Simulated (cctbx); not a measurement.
# Occupancies in NdAl2Ni9

Cell a = 9.6400 Å, b = 9.6400 Å, c = 6.2930 Å, α = 90.00°, β = 90.00°, γ = 90.00°; space group I4_1/amd (no. 141, origin choice 1); nominal formula NdAl2Ni9.

Simulated single-crystal data (cctbx): Mo Kα, λ = 0.71073 Å, to d = 0.77 Å, 95 % of the full sphere, strongest reflection 20000 counts, noise from counting, a 3 % proportional error and a noise floor of 2 counts (s.d.); no absorption.

With every site full:

```text
Rint 0.031, 191 unique reflections to 0.77 A
cycle     R1     wR2    GooF  max shift (A)
   1  0.1134  0.2972  19.287   0.00166
   2  0.0584  0.1619  10.508   0.00001
final R1 0.0584 wR2 0.1619 GooF 10.508  parameters 17  data/parameter 11.2
atom        x        y        z      Ueq    occ   su(xyz)  su(Uiso or U11)
Nd1    0.00000  0.00000  0.00000   0.0205  1.000  0.00000  0.0010
Ni1    0.00000  0.50000  0.75000   0.0104  1.000  0.00000  0.0016
Ni2    0.78754  0.37345  0.55868   0.0108  1.000  0.00030  0.0011
Al1    0.00000  0.25000  0.62500   0.0123  1.000  0.00000  0.0042
difference map: max 4.17 min -5.03 rms 0.84
Q1    0.0000  0.0000  0.5000    4    4.17  0.00 A from Ni1
Q2    0.1171  0.2061  0.3179   32    3.89  0.12 A from Ni2
Q3    0.0000  0.2500  0.6250    8    2.05  0.00 A from Al1
Q4    0.0000  0.0913  0.8964   16    0.96  1.10 A from Nd1
Q5    0.0000  0.1339  0.8036   16    0.87  1.59 A from Al1
Q6    0.0768  0.0768  0.0000   16    0.69  1.05 A from Nd1
```

With the occupancies of the suspect sites free, each still typed as its main element:

```text
Rint 0.031, 191 unique reflections to 0.77 A
cycle     R1     wR2    GooF  max shift (A)
   1  0.1091  0.2777  18.072   0.00130
   5  0.0069  0.0162   1.057   0.00000
final R1 0.0070 wR2 0.0162 GooF 1.056  parameters 18  data/parameter 10.6
atom        x        y        z      Ueq    occ   su(xyz)  su(Uiso or U11)
Nd1    0.00000  0.00000  0.00000   0.0134  0.752  0.00000  0.0001
Ni1    0.00000  0.50000  0.75000   0.0160  1.000  0.00000  0.0002
Ni2    0.78758  0.37362  0.55857   0.0168  1.000  0.00003  0.0001
Al1    0.00000  0.25000  0.62500   0.0179  1.000  0.00000  0.0004
su of occupancy Nd1: 0.002
difference map: max 0.32 min -0.29 rms 0.08
Q1    0.0000  0.1176  0.8535   16    0.33  1.46 A from Nd1
Q2    0.0000  0.0384  0.5278   16    0.26  0.41 A from Ni1
Q3    0.0000  0.0000  0.2300    8    0.25  1.45 A from Nd1
Q4    0.0000  0.1634  0.6550   16    0.25  0.86 A from Al1
Q5    0.0000  0.2137  0.4828   16    0.22  0.96 A from Al1
Q6    0.0000  0.0000  0.3923    8    0.21  0.68 A from Ni1
```

**Question.** What is the disorder?

X-rays count electrons. Nd1 refines to 0.752(0.002), or 45.1 electrons; the site truly holds 0.75 Nd, 45.0 electrons, which is 0.750 of Nd. A value under 1 can't tell vacancies from a lighter guest, and one over 1 needs a heavier guest; chemistry or a second radiation must settle which. Occupancy correlates with U and the scale, so the match is approximate.

Freeing them takes R1 from 0.0584 to 0.0070 and GooF from 10.51 to 1.06.

The model was made for the exercise: a known structure type with other elements put in, its volume estimated, not relaxed; displacement parameters are assumed.

[Middle refinement cycles are left out of these outputs.]

[Logs are printed without paths, hosts, clocks, repeated set-up lines and the standing remarks that a program may print on its own settings, such as how far it seeks lower states.]
